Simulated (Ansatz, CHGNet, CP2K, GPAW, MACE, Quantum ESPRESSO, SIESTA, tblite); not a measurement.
**Forces in random packing of 73Na2S-27P2S5 (mol %) (61 atoms), program by program**

One geometry of random packing of 73Na2S-27P2S5 (mol %) (61 atoms) is solved by several programs and methods. How far do their forces lie from a plane-wave PBE run?

Results are calculated, not measured.

## (1) The cell

The cell holds 61 atoms (22 Na, 31 S and 8 P), with edges of 10.81, 10.81 and 10.81 Å. Recipe: 61 atoms (22 Na, 31 S, 8 P) packed at random in a cube at 2.3 g/cm³ and pushed apart as soft spheres, cations and anions kept from their own kind; a start for melting by ab initio MD, not an equilibrated structure. Then every atom was moved at random, 0.02 Å r.m.s. a Cartesian component. The density is 2.30 g/cm³.

## (2) The reference input

Quantum ESPRESSO 7.5: Kohn-Sham DFT, PBE, SSSP efficiency 1.3.0 pseudopotentials, plane waves. Its input, pw.in:

```
&control
  calculation = 'scf'
  pseudo_dir = './pseudo'
  outdir = './tmp'
  disk_io = 'none'
  tprnfor = .true.
  tstress = .true.
/
&system
  ibrav = 0
  nat = 61
  ntyp = 3
  ecutwfc = 45
  ecutrho = 360
  nosym = .true.
  occupations = 'smearing'
  smearing = 'fd'
  degauss = 0.003675
/
&electrons
  conv_thr = 3.0e-07
  electron_maxstep = 100
  mixing_beta = 0.4
  mixing_mode = 'plain'
  diagonalization = 'david'
/
ATOMIC_SPECIES
Na 22.990 Na.upf
S 32.060 S.upf
P 30.974 P.upf
CELL_PARAMETERS angstrom
10.80850 0.00000 0.00000
0.00000 10.80850 0.00000
0.00000 0.00000 10.80850
ATOMIC_POSITIONS crystal
Na 0.95930 0.28527 0.65533
Na 0.76308 0.59293 0.20262
Na 0.21773 0.38055 0.00606
Na 0.22988 0.68762 0.70663
[... 55 atom lines left out ...]
P 0.57155 0.18289 0.91049
P 0.61077 0.68538 0.51260
K_POINTS gamma
```

```console
$ OMP_NUM_THREADS=1 mpirun -np 4 pw.x -in pw.in > output.txt
```

Elapsed: 4.6 min, on 4 MPI ranks of Arm Neoverse V2, shared host; peak memory 2.8 GiB; 18 min of CPU time.

It converged with an r.m.s. force component of 0.61 eV/Å and a pressure of 2.5 GPa.

## (3) The other programs

- CHGNet: machine-learned potential, published weights.
- CP2K 2026.2: Gaussian basis with GTH pseudopotentials and a plane-wave density; labels give functional, basis (MOLOPT sets; SR short-range, UZH the newer set with its own potentials), grid cutoff/relative cutoff and solver (OT: orbital transformation; TRS4, TC2, SIGN: linear-scaling purification with its sparsity filter), or its built-in tight binding.
- MACE: machine-learned potential, published weights.
- SIESTA 5.4.2: numerical atomic orbitals, whose automatically made sets are far from complete, with PseudoDojo norm-conserving potentials that we converted to its format (checked against plane waves on the same files for H, C, O, Si, Ge and Ca alone); labels give functional, basis size, energy shift and mesh cutoff.
- tblite 0.8.0: extended tight binding, driven from Python.

All use the same cell and atoms, and the electronic-structure runs the same k-mesh.

## (4) All runs compared

Differences are against the reference: forces as r.m.s. over components, share as that over the reference's r.m.s. force, slope as the fitted ratio of a run's forces to the reference's.

```csv
run,"Δ force, r.m.s. (meV/Å)",share (%),slope,Δ pressure (GPa),cores,CPU time,memory (GiB)
reference,-,-,-,-,4,18 min,2.8
CHGNet 0.3.0 potential,372,60.8,0.975,-1.44,1,2.9 s,0.62
"CP2K PBE, DZVP-MOLOPT-SR, 800/50 Ry, diagonalisation",229,37.4,1.017,0.377,4,5.8 min,6.0
"CP2K PBE, DZVP-UZH, 400/50 Ry, diagonalisation (coarse)",1046,171,0.994,1.08,4,4.4 min,2.8
"CP2K PBE, DZVP-UZH, 800/50 Ry, diagonalisation",245,40.0,1.009,0.796,4,6.9 min,6.0
"CP2K PBE, SZV-MOLOPT-SR, 800/50 Ry, diagonalisation (coarse)",902,147,0.774,5.86,2,5.9 min,4.8
MACE MP-0b2 small potential,269,44.0,0.925,-0.417,1,5.5 s,0.67
MACE MPA-0 medium potential,202,33.0,0.883,-0.212,1,6.9 s,0.79
"SIESTA PBE, DZP, shift 0.001 Ry, mesh 500 Ry",131,21.3,0.973,0.867,2,22 min,3.4
"SIESTA PBE, DZP, shift 0.01 Ry, mesh 500 Ry",124,20.2,0.955,-0.347,2,7.1 min,2.0
"SIESTA PBE, SZ, shift 0.01 Ry, mesh 500 Ry (coarse)",1473,240,0.518,4.83,1,2.2 min,0.86
"SIESTA PBE, SZP, shift 0.01 Ry, mesh 500 Ry (coarse)",442,72.1,0.848,0.310,1,5.6 min,1.6
tblite GFN1-xTB,434,70.8,1.256,-7.15,1,4.2 s,0.12
```

Rows marked coarse were listed beforehand as settings not expected to be converged; some can still land near the reference.

Times of the machine-learned potentials are mostly Python's start and the loading of weights.

Runs without a result: tblite GFN2-xTB (not converged); GPAW PBE, LCAO dzp, h 0.2 Å (cut off at its time limit); CP2K GFN1-xTB, diagonalisation (not converged); GPAW PBE, LCAO dzp, h 0.2 Å, other mixer settings (cut off at its time limit); GPAW PBE, LCAO szp(dzp), h 0.2 Å (cut off at its time limit); GPAW revPBE, LCAO dzp, h 0.2 Å (cut off at its time limit).

CPU time is summed over cores on shared hosts, so it is rough.

## (5) What came out

Forces lie from 20 % (SIESTA PBE, DZP, shift 0.01 Ry, mesh 500 Ry) to 240 % (SIESTA PBE, SZ, shift 0.01 Ry, mesh 500 Ry, coarse) of the reference's r.m.s. force of 0.61 eV/Å away from it. The PBE runs in local orbitals, coarse settings apart, differ by 20 % (SIESTA PBE, DZP, shift 0.01 Ry, mesh 500 Ry) to 40 % (CP2K PBE, DZVP-UZH, 800/50 Ry, diagonalisation); basis, grid and potentials can all enter. Tight binding differs by 71 % (tblite GFN1-xTB); it is another model, with fitted parameters of its own, and the xTB methods hold dispersion. Machine-learned potentials differ by 33 % (MACE MPA-0 medium potential) to 61 % (CHGNet 0.3.0 potential); they were trained on other programs' data.

Runs with settings chosen to be coarse differ by 72 % (SIESTA PBE, SZP, shift 0.01 Ry, mesh 500 Ry) to 240 % (SIESTA PBE, SZ, shift 0.01 Ry, mesh 500 Ry), their programs' other errors included. From CP2K PBE, DZVP-UZH, 400/50 Ry, diagonalisation to the finer CP2K PBE, DZVP-UZH, 800/50 Ry, diagonalisation the share falls from 171 to 40 %. Pressures at PBE, coarse settings apart, lie -0.35 to +0.87 GPa from the reference's.

Caveats: Periodic xTB results under one method name differ between programs and library versions. The reference's pressure holds the uncorrected Pulay stress of its 45 Ry basis, so small pressure differences may be the reference's own error. Machine-learned potentials mimic data converged in k, so the reference's own k-point error enters their differences. The electronic-structure runs sample only Γ, in a cell whose shortest periodic width is 11 Å, which is coarse for a cell with partly filled levels. The reference's pressure of 2.5 GPa reflects the volume that the recipe set, positions that aren't this level's minimum and the basis. CP2K warns in some runs that its smearing reaches the highest orbitals computed, so too few empty orbitals were added. The reference has no spin polarisation, so local moments can't form. Where levels are smeared, the DFT runs use Fermi–Dirac occupations at 580 K (0.05 eV), and energies are free energies. The atoms were displaced at random, and shares hang on the size of the forces that this gives. The reference's cutoffs and mesh weren't converged further here.

[Logs are printed without paths, hosts, clocks, repeated set-up lines and the standing remarks that a program may print on its own settings, such as how far it seeks lower states.]

[Hosts, paths, dates, database ids (printed as entryN), source tags and the programs' standing remarks are cut or masked in the printed files.]

[Cells were taken only where this reference lay near another plane-wave run.]
